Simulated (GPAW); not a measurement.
# Work function of a 9-layer slab of Al(110) at several levels

Aim: the work function of both faces of a 9-layer slab of Al(110), and its spread over functionals and bases.

Program: GPAW 26.7.0. Level of theory: GPAW, PAW setups; slab in vacuum, relaxation, in the first sound run; inputs show where later runs differ. Results are calculated unless marked as measured.

**1. The structure**

The cell holds 9 atoms: 9 Al. Cell: a = 4.050 Å, b = 2.864 Å, c = 27.455 Å, α = 90.0°, β = 90.0°, γ = 90.0°. Vacuum lies along c.

Structure file:

```cif
data_structure
_symmetry_space_group_name_H-M 'P 1'
_symmetry_Int_Tables_number 1
_cell_length_a 4.0500
_cell_length_b 2.8638
_cell_length_c 27.4551
_cell_angle_alpha 90.000
_cell_angle_beta 90.000
_cell_angle_gamma 90.000
_cell_volume 318.43
loop_
_atom_site_label
_atom_site_type_symbol
_atom_site_fract_x
_atom_site_fract_y
_atom_site_fract_z
_atom_site_occupancy
Al1 Al 0.00000 0.00000 0.29138 1
Al2 Al 0.50000 0.50000 0.34354 1
Al3 Al 0.00000 0.00000 0.39569 1
Al4 Al 0.50000 0.50000 0.44785 1
Al5 Al 0.00000 0.00000 0.50000 1
Al6 Al 0.50000 0.50000 0.55215 1
Al7 Al 0.00000 0.00000 0.60431 1
Al8 Al 0.50000 0.50000 0.65646 1
Al9 Al 0.00000 0.00000 0.70862 1
```

**2. Relaxation**

Forces are removed first; all later runs use this geometry. The lowest 4 atoms are held at bulk positions and keep their forces.

Contents of run.py:

```python
import json
import numpy as np
from ase import Atoms
from ase.constraints import FixAtoms
from ase.optimize import BFGS
from gpaw import GPAW, PW

slab = Atoms(
    ['Al', 'Al', 'Al', 'Al', 'Al', 'Al', 'Al', 'Al', 'Al'],
    positions=[
        [0.00000, 0.00000, 8.00000],
        [2.02500, 1.43189, 9.43189],
        [0.00000, 0.00000, 10.86378],
        [2.02500, 1.43189, 12.29567],
        [0.00000, 0.00000, 13.72756],
        [2.02500, 1.43189, 15.15946],
        [0.00000, 0.00000, 16.59135],
        [2.02500, 1.43189, 18.02324],
        [0.00000, 0.00000, 19.45513]],
    cell=[[4.05, 0.0, 0.0], [0.0, 2.86378, 0.0], [0.0, 0.0, 27.45513]],
    pbc=[True, True, False])

slab.calc = GPAW(mode=PW(400), xc='PBE', kpts={'size': (8, 11, 1), 'gamma': True},
                 occupations={'name': 'fermi-dirac', 'width': 0.1}, nbands='200%',
                 convergence={'density': 1e-05}, maxiter=200,
                 poissonsolver={'dipolelayer': 'xy'},
                 symmetry={'tolerance': 1e-3, 'extra_ids': [1, 1, 1, 1, 0, 0, 0, 0, 0]}, txt='slab.txt')
result = {}
slab.set_constraint(FixAtoms([0, 1, 2, 3]))
path = []
opt = BFGS(slab, maxstep=0.2)
opt.attach(lambda: path.append((slab.get_potential_energy(), slab.positions.tolist(), slab.get_forces().tolist())))
result['relaxed'] = bool(opt.run(fmax=0.03, steps=40))
result['path'] = path
energy = slab.get_potential_energy()
fermi = slab.calc.get_fermi_level()
v = slab.calc.get_electrostatic_potential().mean((0, 1)) - fermi
n = slab.calc.get_pseudo_density().mean((0, 1))
L = slab.cell[2, 2]
z = np.arange(len(v)) * L / len(v)
low, high = slab.positions[:, 2].min(), slab.positions[:, 2].max()
below, above = np.interp([low - 5.8, high + 5.8], z, v)
slopes = [np.interp(x, z, np.gradient(v, z)) for x in (low - 5.8, high + 5.8)]
eps = np.array([[slab.calc.get_eigenvalues(k, s) for k in range(len(slab.calc.get_ibz_k_points()))]
                for s in range(slab.calc.get_number_of_spins())]) - fermi
top, bottom = eps[eps < 0].max(), eps[eps > 0].min()
dipole = slab.get_dipole_moment()[2]
print(f'energy {energy:.4f} eV, Fermi level {fermi:.4f} eV, dipole {dipole:.5f} e A')
print(f'potential 5.8 A off the faces, from the Fermi level: lower {below:.4f} eV, upper {above:.4f} eV')
print(f'slope of the potential there: lower {slopes[0]:.5f}, upper {slopes[1]:.5f} eV/A')
print(f'nearest levels on the mesh: {top:.4f} and {bottom:.4f} eV')
print('magnetic moment', round(slab.get_magnetic_moment(), 3))
result.update(energy=energy, fermi=fermi, dipole=dipole, below=below, above=above, slopes=slopes, edges=[top, bottom],
              z=z.tolist(), v=v.tolist(), n=n.tolist(), positions=slab.positions.tolist(),
              forces=slab.get_forces(apply_constraint=False).tolist(), moments=slab.get_magnetic_moments().tolist())
json.dump(result, open('result.json', 'w'))
```

On the command line:

```bash
> OMP_NUM_THREADS=1 OPENBLAS_NUM_THREADS=1 python run.py
```

What it wrote:

```text
Step          Energy          fmax
BFGS:    0      -32.317308        0.188954
BFGS:    1      -32.318392        0.180115
BFGS:    2      -32.329113        0.039561
BFGS:    3      -32.329188        0.035055
BFGS:    4      -32.329227        0.030729
BFGS:    5      -32.329348        0.012409
energy -32.2741 eV, Fermi level 1.1742 eV, dipole 0.00030 e A
potential 5.8 A off the faces, from the Fermi level: lower 4.1546 eV, upper 4.1505 eV
slope of the potential there: lower -0.00011, upper 0.00011 eV/A
nearest levels on the mesh: -0.0094 and 0.0090 eV
magnetic moment 0.0
```

It took 17 min on 1 thread of Intel Xeon at 2.50GHz (Skylake/Cascade Lake), shared host; peak memory 0.31 GiB.

The steps of the relaxation:

| step | energy less that of the first step (eV) | largest force (eV/Å) |
| --- | --- | --- |
| 1 | 0.0000 | 0.1890 |
| 2 | -0.0011 | 0.1801 |
| 3 | -0.0121 | 0.0396 |
| 4 | -0.0122 | 0.0351 |
| 5 | -0.0122 | 0.0307 |
| 6 | -0.0124 | 0.0124 |

The atoms that moved most (Å):

```
atom     dx     dy      dz  length
 Al9  0.000  0.000  -0.053   0.053
 Al6  0.000  0.000   0.046   0.046
 Al8  0.000  0.000   0.042   0.042
 Al7  0.000  0.000   0.006   0.006
 Al5  0.000  0.000   0.006   0.006
```

Final coordinates:

```
Al
1.0
     4.05000    0.00000    0.00000
     0.00000    2.86378    0.00000
     0.00000    0.00000   27.45513
Al
9
Direct
  0.00000 0.00000 0.29138
  0.50000 0.50000 0.34354
  0.00000 0.00000 0.39569
  0.50000 0.50000 0.44785
  0.00000 0.00000 0.50021
  0.50000 0.50000 0.55381
  0.00000 0.00000 0.60452
  0.50000 0.50000 0.65800
  0.00000 0.00000 0.70669
```

This step gave:

| Property | Result |
| --- | --- |
| dipole along the normal | 2.97e-4 e·Å |
| levels nearest the Fermi level on the mesh | -0.009431, 0.008987 eV from the Fermi level |
| upper work function | 4.150 eV |
| lower work function | 4.155 eV |

The electrostatic potential energy of an electron (without an applied field's), less the Fermi level, planar mean oscillates, so the rows of the table below give means over windows of 1.39 Å about each position, cut where the curve ends. Its maxima inside the range that stand out by 2 % of the span (Å: eV): 8.7: -4.98, 10.2: -5.04, 11.6: -4.99, 13.0: -4.98, 14.5: -4.65, 15.9: -5.38, 17.4: -4.70, 18.8: -5.93. Its minima: 8.0: -8.92, 9.4: -9.33, 10.8: -9.34, 12.3: -9.31, 13.7: -9.33, 15.2: -9.37, 16.6: -9.35, 18.1: -9.41, 19.3: -9.05.

The electrostatic potential energy of an electron (without an applied field's), less the Fermi level, planar mean by z; means over each step:

z (Å), electrostatic potential energy of an electron (without an applied field's), less the Fermi level, planar mean (eV) and a bar from the least value:
```
     0.69       4.15 ##############################
     2.08       4.15 ##############################
     3.48       4.15 ##############################
     4.87       4.13 ##############################
     6.26       3.43 ############################
     7.65      -4.56 ########
     9.04      -7.04 ##
    10.43      -7.06 #
    11.82      -7.04 ##
    13.21      -7.00 ##
    14.60      -6.76 ##
    15.99      -7.30 #
    17.38      -6.77 ##
    18.77      -7.64 
    20.16      -1.49 ################
    21.55       3.87 #############################
    22.94       4.14 ##############################
    24.33       4.15 ##############################
    25.72       4.15 ##############################
    27.11       4.15 ##############################
```

The pseudo valence density, planar mean oscillates, so the rows of the table below give means over windows of 1 Å about each position, cut where the curve ends. Its maxima inside the range that stand out by 2 % of the span (Å: e/Å³): 7.7: 0.121, 8.8: 0.200, 10.1: 0.201, 11.6: 0.203, 13.1: 0.201, 14.6: 0.198, 15.9: 0.206, 17.4: 0.199, 18.7: 0.210, 19.7: 0.127. Its minima: 7.9: 0.113, 9.4: 0.149, 10.9: 0.151, 12.2: 0.150, 13.7: 0.144, 15.2: 0.149, 16.5: 0.152, 18.0: 0.154, 19.5: 0.120.

The pseudo valence density, planar mean by z; means over each step:

| z (Å) | pseudo valence density, planar mean (e/Å³) |
| --- | --- |
| 3 | 7.5e-6 |
| 4 | 8.4e-5 |
| 5 | 9.9e-4 |
| 6 | 0.0106 |
| 7 | 0.0687 |
| 8 | 0.137 |
| 9 | 0.182 |
| 10 | 0.187 |
| 11 | 0.174 |
| 12 | 0.178 |
| 13 | 0.189 |
| 14 | 0.173 |
| 15 | 0.174 |
| 16 | 0.191 |
| 17 | 0.180 |
| 18 | 0.177 |
| 19 | 0.176 |
| 20 | 0.103 |
| 21 | 0.0252 |
| 22 | 0.00259 |
| 23 | 2.3e-4 |
| 24 | 2.0e-5 |

The relaxation lowered the energy of the cell by 0.0124 eV (energies extrapolated to zero smearing; the optimiser's log prints free energies). The largest force left on a free atom is 0.012 eV/Å.

**3. Plane waves, PBE**

The work function is the vacuum plateau of the electrostatic potential less the Fermi level; a dipole layer lets the two faces have plateaus of their own.

This step: GPAW, PAW setups; slab in vacuum (GPAW 26.7.0).

run.py, as its differences from that of step 2:

```diff
@@ -3,4 +3,2 @@
 from ase import Atoms
-from ase.constraints import FixAtoms
-from ase.optimize import BFGS
 from gpaw import GPAW, PW
@@ -14,7 +12,7 @@
         [2.02500, 1.43189, 12.29567],
-        [0.00000, 0.00000, 13.72756],
-        [2.02500, 1.43189, 15.15946],
-        [0.00000, 0.00000, 16.59135],
-        [2.02500, 1.43189, 18.02324],
-        [0.00000, 0.00000, 19.45513]],
+        [0.00000, 0.00000, 13.73339],
+        [2.02500, 1.43189, 15.20504],
+        [0.00000, 0.00000, 16.59726],
+        [2.02500, 1.43189, 18.06544],
+        [-0.00000, 0.00000, 19.40233]],
     cell=[[4.05, 0.0, 0.0], [0.0, 2.86378, 0.0], [0.0, 0.0, 27.45513]],
@@ -26,10 +24,4 @@
                  poissonsolver={'dipolelayer': 'xy'},
-                 symmetry={'tolerance': 1e-3, 'extra_ids': [1, 1, 1, 1, 0, 0, 0, 0, 0]}, txt='slab.txt')
+                 symmetry={'tolerance': 1e-3}, txt='slab.txt')
 result = {}
-slab.set_constraint(FixAtoms([0, 1, 2, 3]))
-path = []
-opt = BFGS(slab, maxstep=0.2)
-opt.attach(lambda: path.append((slab.get_potential_energy(), slab.positions.tolist(), slab.get_forces().tolist())))
-result['relaxed'] = bool(opt.run(fmax=0.03, steps=40))
-result['path'] = path
 energy = slab.get_potential_energy()
```

What it wrote:

```text
energy -32.2741 eV, Fermi level 1.1742 eV, dipole 0.00016 e A
potential 5.8 A off the faces, from the Fermi level: lower 4.1543 eV, upper 4.1508 eV
slope of the potential there: lower -0.00011, upper 0.00009 eV/A
nearest levels on the mesh: -0.0094 and 0.0090 eV
magnetic moment 0.0
```

Elapsed: 6.4 min, on 1 thread; peak memory 0.3 GiB.

Numbers from this step:

| Property | Result |
| --- | --- |
| dipole along the normal | 1.61e-4 e·Å |
| levels nearest the Fermi level on the mesh | -0.009426, 0.009033 eV from the Fermi level |
| upper work function | 4.151 eV |
| lower work function | 4.154 eV |

The electrostatic potential energy of an electron (without an applied field's), less the Fermi level, planar mean oscillates, so the rows of the table below give means over windows of 1.39 Å about each position, cut where the curve ends. Its maxima inside the range that stand out by 2 % of the span (Å: eV): 8.7: -4.98, 10.2: -5.04, 11.6: -4.99, 13.0: -4.98, 14.5: -4.65, 15.9: -5.38, 17.4: -4.70, 18.8: -5.93. Its minima: 8.0: -8.92, 9.4: -9.33, 10.8: -9.34, 12.3: -9.31, 13.7: -9.33, 15.2: -9.37, 16.6: -9.35, 18.1: -9.41, 19.3: -9.05.

The electrostatic potential energy of an electron (without an applied field's), less the Fermi level, planar mean by z; means over each step:

```
z (Å)  electrostatic potential energy of an electron (without an applied field's), less the Fermi level, planar mean (eV)
 0.69                                                                                                                4.15
 2.08                                                                                                                4.15
 3.48                                                                                                                4.15
 4.87                                                                                                                4.13
 6.26                                                                                                                3.43
 7.65                                                                                                               -4.56
 9.04                                                                                                               -7.04
10.43                                                                                                               -7.06
11.82                                                                                                               -7.04
13.21                                                                                                               -7.00
14.60                                                                                                               -6.76
15.99                                                                                                               -7.30
17.38                                                                                                               -6.77
18.77                                                                                                               -7.64
20.16                                                                                                               -1.49
21.55                                                                                                                3.87
22.94                                                                                                                4.14
24.33                                                                                                                4.15
25.72                                                                                                                4.15
27.11                                                                                                                4.15
```

The pseudo valence density, planar mean oscillates, so the rows of the table below give means over windows of 1 Å about each position, cut where the curve ends. Its maxima inside the range that stand out by 2 % of the span (Å: e/Å³): 7.7: 0.121, 8.8: 0.200, 10.1: 0.201, 11.6: 0.203, 13.1: 0.201, 14.6: 0.198, 15.9: 0.206, 17.4: 0.199, 18.7: 0.210, 19.7: 0.127. Its minima: 7.9: 0.113, 9.4: 0.149, 10.9: 0.151, 12.2: 0.150, 13.7: 0.144, 15.2: 0.149, 16.5: 0.152, 18.0: 0.154, 19.5: 0.120.

The pseudo valence density, planar mean by z; means over each step:

z (Å), pseudo valence density, planar mean (e/Å³) and a bar:
```
        3      0.000 
        4      0.000 
        5      0.001 
        6      0.011 ##
        7      0.069 ###########
        8      0.137 ######################
        9      0.182 #############################
       10      0.187 #############################
       11      0.174 ###########################
       12      0.178 ############################
       13      0.189 ##############################
       14      0.173 ###########################
       15      0.174 ###########################
       16      0.191 ##############################
       17      0.180 ############################
       18      0.177 ############################
       19      0.176 ############################
       20      0.103 ################
       21      0.025 ####
       22      0.003 
       23      0.000 
       24      0.000
```

Force by atom:

```
atom  x (eV/Å)  y (eV/Å)  z (eV/Å)   size
 Al1     0.000     0.000     0.186  0.186
 Al2     0.000     0.000    -0.132  0.132
 Al3     0.000     0.000    -0.019  0.019
 Al4     0.000     0.000    -0.085  0.085
 Al5     0.000     0.000     0.012  0.012
 Al6     0.000     0.000     0.012  0.012
 Al7     0.000     0.000     0.010  0.010
 Al8     0.000     0.000     0.013  0.013
 Al9     0.000     0.000     0.002  0.002
```

The potential is flat to 1.1e-4 eV/Å where it is read, so the vacuum is wide enough.

(Continued in part 2 of 3.)

[Logs are printed without paths, hosts, clocks, repeated set-up lines and the standing remarks that a program may print on its own settings, such as how far it seeks lower states.]

[Hosts, paths, dates, database ids (printed as entryN), source tags and the programs' standing remarks are cut or masked in the printed files.]
